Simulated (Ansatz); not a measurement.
# LuH2 (Fm-3m): phonon-mediated transition temperature

Wanted: λ, ω_log and Tc of LuH2 (Fm-3m). The cell shown first is a relaxed one, from steps not shown here.

Method: DFT PBEsol, scalar-relativistic, plane waves, PAW; PAW set soft_1, in Ansatz 0.2.0.

This is a report of a sequence of runs, with most program output left out.

## (1) The cell after earlier relaxation steps

The structure is cubic, space group Fm-3m (No. 225). The conventional cell has a = 4.958 Å, b = 4.958 Å, c = 4.958 Å, α = 90.00°, β = 90.00°, γ = 90.00°. Nearest to Lu lie 8 H at 2.15 Å. Nearest to H lie 4 Lu at 2.15 Å. Farther neighbours are not listed.

## (2) Resistivity: q 3×3×3, k 9×9×9, scattering 16×16×16

The run that gives the couplings also evaluates McMillan's and Allen and Dynes's formulas and, where asked, the Eliashberg equations, over a range of μ*.

File input.yaml:

```yaml
crystal:
  lattice:
    - [0.0, 2.4790228079, 2.4790228079]
    - [2.4790228079, 0.0, 2.4790228079]
    - [2.4790228079, 2.4790228079, 0.0]
  atoms:
    - { symbol: Lu, position: [0.0, 0.0, 0.0] }
    - { symbol: H, position: [0.25, 0.25, 0.25] }
    - { symbol: H, position: [0.75, 0.75, 0.75] }
kpoints:
  mp_grid: { grid: [9, 9, 9] }
hamiltonian:
  xc: pbesol
  pseudopotentials: { kind: paw, azcp: { folder: soft_1 }, xc_functional: pbe }
scf:
  occupations: { method: methfessel_paxton, width: 0.2 }
output:
  eigenvalues: true
phonons:
  method: dfpt
  qmesh: [3, 3, 3]
  temperatures: { t_max: 1000, t_step: 50 }
  qpath:
    path:
      - [[0.0, 0.0, 0.0], [0.5, 0.0, 0.5], [0.625, 0.25, 0.625]]
      - [[0.375, 0.375, 0.75], [0.0, 0.0, 0.0], [0.5, 0.5, 0.5], [0.5, 0.25, 0.75], [0.5, 0.0, 0.5]]
    npoints: 6
  electrical_resistivity:
    mesh: [16, 16, 16]
    temperatures: [20.0, 50.0, 80.0, 100.0, 150.0, 200.0, 273.0, 300.0, 400.0, 500.0, 600.0, 800.0]
  superconductivity: { mesh: [16, 16, 16] }
```

Command:

```sh
> ansatz run input.yaml --threads 16 --pin off --max-ram 92160MiB --backend cuda --events-out ev --progress --plain --runs-dir out --max-vram 78GiB
```

Run time: 14 s. Hardware: 1 × NVIDIA GB200 with 16 threads of Arm Neoverse V2, shared host; peak memory 2.4 GiB.

This step gave:

```
volume per atom                                                                : 10.16 Å³/atom
metallic on mesh                                                               : yes
gap on the k-mesh                                                              : 0 eV
zero-point energy                                                              : 0.4276 eV/cell
share of imaginary modes in the plain interpolation between solved wavevectors : 0
highest frequency, solved or plainly interpolated                              : 1205 cm⁻¹
Debye temperature (second moment)                                              : 1670 K
resistivity at 300 K                                                           : 11.76 μΩ cm
coupling constant λ                                                            : 0.2696
density of states at the Fermi level                                           : 0.288 states/eV a spin and cell
log mean phonon energy ħω_log                                                  : 24.79 meV
transport coupling constant λ_tr                                               : 0.3475, 0.3475, 0.3475 (xx, yy, zz)
Drude plasma energy                                                            : 5.123, 5.123, 5.123 eV (xx, yy, zz)
resistivity times mean free path                                               : 13.76, 13.76, 13.76 × 10⁻¹⁶ Ω m² (xx, yy, zz)
second-moment phonon energy ħω₂                                                : 70.27 meV
```

An empty cell: under 1 mK by a formula, or no transition down to the floor of the Eliashberg search. Transition temperatures:

```tsv
μ*	McMillan Tc (K)	Allen–Dynes Tc (K)	anisotropic Fermi-surface Tc (K)	anisotropic full bandwidth Tc (K)	anisotropic narrow window Tc (K)
0.08	0.134	0.135	0.15	0.151	0.151
0.1	0.0427	0.043	-	-	-
0.12	0.009	0.00908	-	-	-
0.13	0.00328	0.00331	-	-	-
0.14	-	-	-	-	-
0.16	-	-	-	-	-
0.2	-	-	-	-	-
```

## (3) Electron–phonon run: q 4×4×4, k 12×12×12, scattering 20×20×20

The next rung changes the q mesh, which sets the reach of the force constants and couplings; the k mesh of the density and its response; the scattering mesh, which samples the Fermi surface.

input.yaml, the sections that differ from step 2:

```yaml
kpoints:
  mp_grid: { grid: [12, 12, 12] }
phonons:
  method: dfpt
  qmesh: [4, 4, 4]
  temperatures: { t_max: 1000, t_step: 50 }
  qpath:
    path:
      - [[0.0, 0.0, 0.0], [0.5, 0.0, 0.5], [0.625, 0.25, 0.625]]
      - [[0.375, 0.375, 0.75], [0.0, 0.0, 0.0], [0.5, 0.5, 0.5], [0.5, 0.25, 0.75], [0.5, 0.0, 0.5]]
    npoints: 6
  electrical_resistivity:
    mesh: [20, 20, 20]
    temperatures: [20.0, 50.0, 80.0, 100.0, 150.0, 200.0, 273.0, 300.0, 400.0, 500.0, 600.0, 800.0]
  superconductivity: { mesh: [20, 20, 20] }
# crystal, hamiltonian, scf, output: as in step 2
```

Wall time 31 s (1 × NVIDIA GB200 with 16 threads); peak memory 4.2 GiB; 3.2 min of CPU time.

Numbers from this step:

| Property | Result |
| --- | --- |
| zero-point energy | 0.4274 eV/cell |
| highest frequency, solved or plainly interpolated | 1212 cm⁻¹ |
| Debye temperature (second moment) | 1668 K |
| resistivity at 300 K | 11.61 μΩ cm |
| coupling constant λ | 0.2648 |
| density of states at the Fermi level | 0.287 states/eV a spin and cell |
| log mean phonon energy ħω_log | 25.06 meV |
| transport coupling constant λ_tr | 0.343, 0.343, 0.343 (xx, yy, zz) |
| Drude plasma energy | 5.125, 5.125, 5.125 eV (xx, yy, zz) |
| resistivity times mean free path | 13.77, 13.77, 13.77 × 10⁻¹⁶ Ω m² (xx, yy, zz) |
| second-moment phonon energy ħω₂ | 70.72 meV |

An empty cell: under 1 mK by a formula, or no transition down to the floor of the Eliashberg search. Transition temperatures:

```tsv
μ*	McMillan Tc (K)	Allen–Dynes Tc (K)	anisotropic Fermi-surface Tc (K)	anisotropic full bandwidth Tc (K)	anisotropic narrow window Tc (K)
0.08	0.114	0.115	0.13	0.13	0.13
0.1	0.0342	0.0345	-	-	-
0.12	0.00657	0.00662	-	-	-
0.13	0.00223	0.00225	-	-	-
0.14	-	-	-	-	-
0.16	-	-	-	-	-
0.2	-	-	-	-	-
```

## (4) Electron–phonon run: q 4×4×4, k 20×20×20, scattering 24×24×24

The next rung changes the k mesh of the density and its response; the scattering mesh, which samples the Fermi surface.

input.yaml, as its differences from that of step 3:

```diff
@@ -10,3 +10,3 @@
 kpoints:
-  mp_grid: { grid: [12, 12, 12] }
+  mp_grid: { grid: [20, 20, 20] }
 hamiltonian:
@@ -28,4 +28,4 @@
   electrical_resistivity:
-    mesh: [20, 20, 20]
+    mesh: [24, 24, 24]
     temperatures: [20.0, 50.0, 80.0, 100.0, 150.0, 200.0, 273.0, 300.0, 400.0, 500.0, 600.0, 800.0]
-  superconductivity: { mesh: [20, 20, 20] }
+  superconductivity: { mesh: [24, 24, 24] }
```

The job ended after 45 s (1 × NVIDIA GB200 with 16 threads; peak memory 4.2 GiB; 5.2 min of CPU time).

This step gave:

* zero-point energy: 0.4271 eV/cell
* highest frequency, solved or plainly interpolated: 1208 cm⁻¹
* resistivity at 300 K: 11.58 μΩ cm
* coupling constant λ: 0.2637
* density of states at the Fermi level: 0.2869 states/eV a spin and cell
* log mean phonon energy ħω_log: 25.08 meV
* transport coupling constant λ_tr: 0.3423, 0.3423, 0.3423 (xx, yy, zz)
* Drude plasma energy: 5.128, 5.128, 5.128 eV (xx, yy, zz)
* resistivity times mean free path: 13.76, 13.76, 13.76 × 10⁻¹⁶ Ω m² (xx, yy, zz)
* second-moment phonon energy ħω₂: 70.74 meV

An empty cell: under 1 mK by a formula, or no transition down to the floor of the Eliashberg search. Transition temperatures:

```tsv
μ*	McMillan Tc (K)	Allen–Dynes Tc (K)	anisotropic Fermi-surface Tc (K)	anisotropic full bandwidth Tc (K)	anisotropic narrow window Tc (K)
0.08	0.11	0.111	0.125	0.126	0.125
0.1	0.0325	0.0328	-	-	-
0.12	0.0061	0.00615	-	-	-
0.13	0.00204	0.00205	-	-	-
0.14	-	-	-	-	-
0.16	-	-	-	-	-
0.2	-	-	-	-	-
```

The Eliashberg function α²F has structure finer than the step of the table below, so its rows give means over 5 meV, whole bins alone (the curve runs from 0.584 to 149 meV). Peaks (meV: height): α²F 12.3: 0.157, 15.8: 0.499, 130.3: 0.222, 139.6: 0.462, 144.3: 0.270; α²F tr 15.8: 0.744, 129.1: 0.347, 139.6: 0.678, 144.3: 0.275.

The Eliashberg function α²F by phonon energy; means over each step:

```tsv
phonon energy (meV)	α²F	α²F tr
5	0.00102	1.4e-4
10	0.0531	0.0652
15	0.214	0.295
20	0.0107	0.0166
25	0	0
30	0	0
35	0	0
40	0	0
45	0	0
50	0	0
55	0	0
60	0	0
65	0	0
70	0	0
75	0	0
80	0	0
85	0	0
90	0	0
95	0	0
100	0	0
105	0	0
110	0	0
115	0	0
120	1.7e-5	0
125	0.0472	0.0632
130	0.200	0.310
135	0.131	0.149
140	0.301	0.398
145	0.207	0.189
```

The Eliashberg function α²F has structure finer than the step of the table below, so its rows give means over 5 meV, whole bins alone (the curve runs from 0.584 to 149 meV). Peaks (meV: height): α²F 12.3: 0.157, 15.8: 0.499, 130.3: 0.222, 139.6: 0.462, 144.3: 0.270; Lu 12.3: 0.157, 15.8: 0.498; H 130.3: 0.221, 139.6: 0.462, 144.3: 0.270.

The Eliashberg function α²F by phonon energy; means over each step:

```tsv
phonon energy (meV)	α²F	Lu	H
5	0.00102	9.9e-4	0
10	0.0531	0.0529	2.1e-4
15	0.214	0.214	4.2e-4
20	0.0107	0.0107	6.1e-6
25	0	0	0
30	0	0	0
35	0	0	0
40	0	0	0
45	0	0	0
50	0	0	0
55	0	0	0
60	0	0	0
65	0	0	0
70	0	0	0
75	0	0	0
80	0	0	0
85	0	0	0
90	0	0	0
95	0	0	0
100	0	0	0
105	0	0	0
110	0	0	0
115	0	0	0
120	1.7e-5	0	1.7e-5
125	0.0472	1.9e-4	0.0470
130	0.200	4.9e-4	0.200
135	0.131	1.9e-4	0.131
140	0.301	2.3e-4	0.301
145	0.207	4.1e-5	0.207
```

## (5) Outcome

```yaml
meshes: q 4×4×4, k 20×20×20, scattering 24×24×24
coupling_constant_lambda: 0.264
log_mean_phonon_energy_omega_log: 25.1 meV
allen_dynes_tc_at_mu_star_0p1: 0.0328 K
allen_dynes_tc_at_mu_star_0p13: 0.00205 K
```

In the last run (PBEsol, q 4×4×4, k 20×20×20, scattering 24×24×24), with λ = 0.26 and ħω_log = 25.1 meV, Tc at μ* = 0.13 is 0.0020 K by McMillan's formula and 0.0021 K by Allen and Dynes's. In that run Allen and Dynes's formula gives no transition above 0.05 K at μ* = 0.10 or more. The run's transport test calls it not converged in the mesh. Over the runs, λ takes the values 0.270, 0.265 and 0.264, in the order shown. μ* is a typed number, phonons are harmonic, and spin fluctuations are left out; at μ* = 0.13 McMillan's formula turns 1 % in λ into about 23 % in Tc.

[Logs are printed without paths, hosts, clocks, repeated set-up lines and the standing remarks that a program may print on its own settings, such as how far it seeks lower states.]

[Hosts, paths, dates, database ids (printed as entryN), source tags and the programs' standing remarks are cut or masked in the printed files.]
